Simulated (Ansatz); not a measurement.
# How C absorbs and reflects light, part 2 of 2

What colour and refractive index does C have at this level of theory?

Ansatz 0.2.0; DFT, PBE, plane-wave PAW, default files, scalar-relativistic, independent-particle optical response without local fields.

So far. Step 2 (Ground state and bands): There is a gap, 4.16 eV on the path, so no carriers' term is needed. The cell is left with a pressure of 1.8 GPa, as it stands unrelaxed at this level.

## Step 3: Spectrum (continued)

From ε follow the optical constants at some laser lines:

```csv
wavelength (nm),n,k,R (%),1/α
1550,2.45,0.000,17.6,over 1 mm
800,2.46,0.000,17.9,over 1 mm
633,2.48,0.000,18.1,over 1 mm
450,2.52,0.000,18.6,over 1 mm
405,2.54,0.000,18.9,over 1 mm
308,2.63,0.000,20.1,over 1 mm
193,3.05,0.414,26.4,37 nm
```

Rows near the edge hang on the gap, which this functional as a rule makes too small, and phonon-assisted absorption over an indirect gap is left out.

Through 1 µm of it, D65 light comes out colourless, dimmed by reflection (x = 0.314, y = 0.330; 69 % transmitted).

The first strong peak, at 11.15 eV, fits the highest filled and the lowest empty band, which run nearly parallel at that distance over 100 % of L–U; the match rests on energies alone.

The f-sum over the summed bands holds 6.9 of the cell's 8 electrons outside the frozen cores, 2 of which lie in bands more than 12 eV below the Fermi level, whose transitions come at higher energies. Up to 22 eV the strength has a mean oscillator energy of 11.7 eV, close to the main peak.

## Step 4: Static response with local fields

A static field by perturbation theory: the induced potential is included, and the Born charges come with it.

This step: DFT, PBE, plane-wave PAW, default files, scalar-relativistic, static field response by perturbation theory with local fields (Ansatz 0.2.0).

Input file input.yaml:

```yaml
crystal:
  lattice:
    - [0.0, 1.78337, 1.78337]
    - [1.78337, 0.0, 1.78337]
    - [1.78337, 1.78337, 0.0]
  atoms:
    - { symbol: C, position: [0.75, 0.75, 0.75] }
    - { symbol: C, position: [0.5, 0.5, 0.5] }
kpoints:
  mp_grid: { grid: [11, 11, 11] }
scf:
  occupations: { method: fixed }
hamiltonian:
  xc: pbe
  pseudopotentials: { kind: paw }
dielectric: {}
```

On the command line:

```console
$ ansatz run input.yaml --threads 4 --pin off --max-ram 8192MiB --backend cpu --events-out ev --progress --plain --runs-dir out
```

Output:

```text
[...]
Crystal: 2 atoms, lattice volume = 11.344 Å³
Basis set: ecut = 420 eV, 229 PW (Γ), exchange–correlation on 40×40×40 points (8 copies of the dense FFT grid, shifted against one another)
Bands: 8, of which v1, the nominal top of the filled ones, is band 4 counted from 1 (3 counted from 0)
Symmetry: 48 space group operations
k-points: 126 of 1331 (irreducible under 8 space group operations, time reversal used)
[...]
SCF iter   1: F=—  HF=-501.615356 eV  |F-HF|=—  |Δ(HF+E_count)|=         —  Δρ=1.77e-3  dr2=9.57e-5  ethr=1.77e-3  ⟨swp⟩=3.9  Hψ=5948  notcnv=0  defer=209
[...]
SCF iter   6: F=-501.615476 eV  HF=-501.615476 eV  |F-HF|=2.27e-12  |Δ(HF+E_count)|=  4.38e-10  Δρ=5.05e-7  dr2=1.44e-11  ethr=1.25e-12  ⟨swp⟩=4.1  Hψ=3899  notcnv=0
SCF 1 converged in 6 iterations: F = -501.615476 eV  dr2 = 1.44e-11
[...]
DFPT response loops at Γ: preconditioner auto → none (the input reference at scf.mixing.eps_inf says where Resta's filter doesn't serve); β = 0.50; Broyden in place of MSR1
── the response to a field inside a basis, on 12×12×12 k-points: an SCF that follows is theirs, and a resumed run solves both again ──
Bands: 5, of which v1, the nominal top of the filled ones, is band 4 counted from 1 (3 counted from 0)
k-points: 182 of 1728 (irreducible under 12 space group operations)
[...]
Eigensolver: Dense (182 Hₖ)
SCF iter   1: F=—  HF=-501.619791 eV  |F-HF|=—  |Δ(HF+E_count)|=         —  Δρ=7.85e-4  dr2=1.02e-5  ethr=1.00e-1
[...]
SCF iter   3: F=-501.619804 eV  HF=-501.619804 eV  |F-HF|=1.52e-8  |Δ(HF+E_count)|=   3.60e-6  Δρ=2.27e-5  dr2=8.92e-9  ethr=2.88e-8
SCF 1 converged in 3 iterations: F = -501.619804 eV  dr2 = 8.92e-9
[...]
SCF converged after 6 iterations
Free energy (F): -501.615476 eV
[...]
Internal energy: -501.615476 eV  (E = F + TS)
E sigma→0 (E₀):  -501.615476 eV
Fermi energy:    13.316468 eV
[...]
--- Band table (eV; the first three rows and the last of 126) ---
[...]
--- Dielectric response (ions clamped): 3 representative field directions + reference, inside a basis on a mesh of 1728 k-points (Σ response iterations 12) ---
  ε∞ (high-frequency dielectric tensor):
        5.843959    -0.000000     0.000000
       -0.000000     5.843959     0.000000
        0.000000     0.000000     5.843959
  Born effective charges Z* (e; rows j = field, columns β = displacement):
    site 0:
        -0.00000    0.00000   -0.00000
         0.00000   -0.00000   -0.00000
         0.00000    0.00000   -0.00000
    site 1:
         0.00000   -0.00000    0.00000
        -0.00000    0.00000    0.00000
        -0.00000    0.00000    0.00000
  Z* charge neutrality: 6.426e-4 e pre-enforcement
  solved inside a basis spanned on kpoints, on 12×12×12 k-points, its susceptibility summed on 16×16×16: ε∞ is read to err by 1.6e-2, Z* by 4.5e-3 e (field_mesh: kpoints solves on kpoints)
```

The job ended after 5.9 s (4 threads of Arm Neoverse V1, shared host; peak memory 0.39 GiB).

Read from the output:

- electronic dielectric constant ε∞, mean of the axes: 5.844

ε∞ with local fields:

```
5.84 0.00 0.00
0.00 5.84 0.00
0.00 0.00 5.84
```

Diagonal elements. Born, by row:

```csv
atom,Z*xx (e),Z*yy (e),Z*zz (e)
C1,0,0,0
C2,0,0,0
```

The ε∞ with local fields is isotropic, 5.84.

## Step 5: Results

```yaml
gap_on_the_path: 4.16 eV
least_direct_gap_on_the_path: 5.59 eV
electronic_dielectric_constant_eps_infinity_mean_of_the_axes_independent_particles: 5.96
absorption_onset_first_axis_alpha_over_1e4_cm_minus1_or_the_direct_gap_if_that_lies_higher: 5.59 eV
main_peak_of_im_epsilon_first_axis: 11.1 eV
electronic_dielectric_constant_eps_infinity_mean_of_the_axes_static_response_with_local_fields: 5.84
```

At this level (PBE, independent particles) C has ε∞ = 5.96 (5.84 with local fields) and n = 2.45 at 1550 nm; absorption sets in near 5.6 eV, and Im ε peaks at 11.1 eV. The gap is indirect (4.16 eV), so absorption without phonons can begin only at the direct gap of 5.59 eV. Lines 0.2 eV wide carry a tail of absorption under the direct gap, past the threshold already at 5.44 eV. Absorption is strong from the direct gap on, 5.59 eV, in the ultraviolet, so the visible is passed. The first strong peak, at 11.15 eV, fits the highest filled and the lowest empty band, which run nearly parallel at that distance over 100 % of L–U; the match rests on energies alone. Through 1 µm of it, D65 light comes out colourless, dimmed by reflection (x = 0.314, y = 0.330; 69 % transmitted). With local fields and the functional's kernel the static response is 5.84 against 5.96 for independent particles (-2 %). In the base spectrum excitons and phonon-assisted transitions are missing, and so are local fields; PBE gaps are as a rule too small, which pulls the onset down and ε∞ up. In the base run ε includes the program's bounded estimate of what the bands above those summed add.

[Long decimals in the printed logs are rounded to 6 places.]

[Logs are printed without paths, hosts, clocks, repeated set-up lines and the standing remarks that a program may print on its own settings, such as how far it seeks lower states.]

[Hosts, paths, dates, database ids (printed as entryN), source tags and the programs' standing remarks are cut or masked in the printed files.]

[Where the starting crystal was built by hand or by swapping elements, it need not be the compound's stable phase.]

[The count of steps not shown may lack steps that the program refused or didn't finish.]
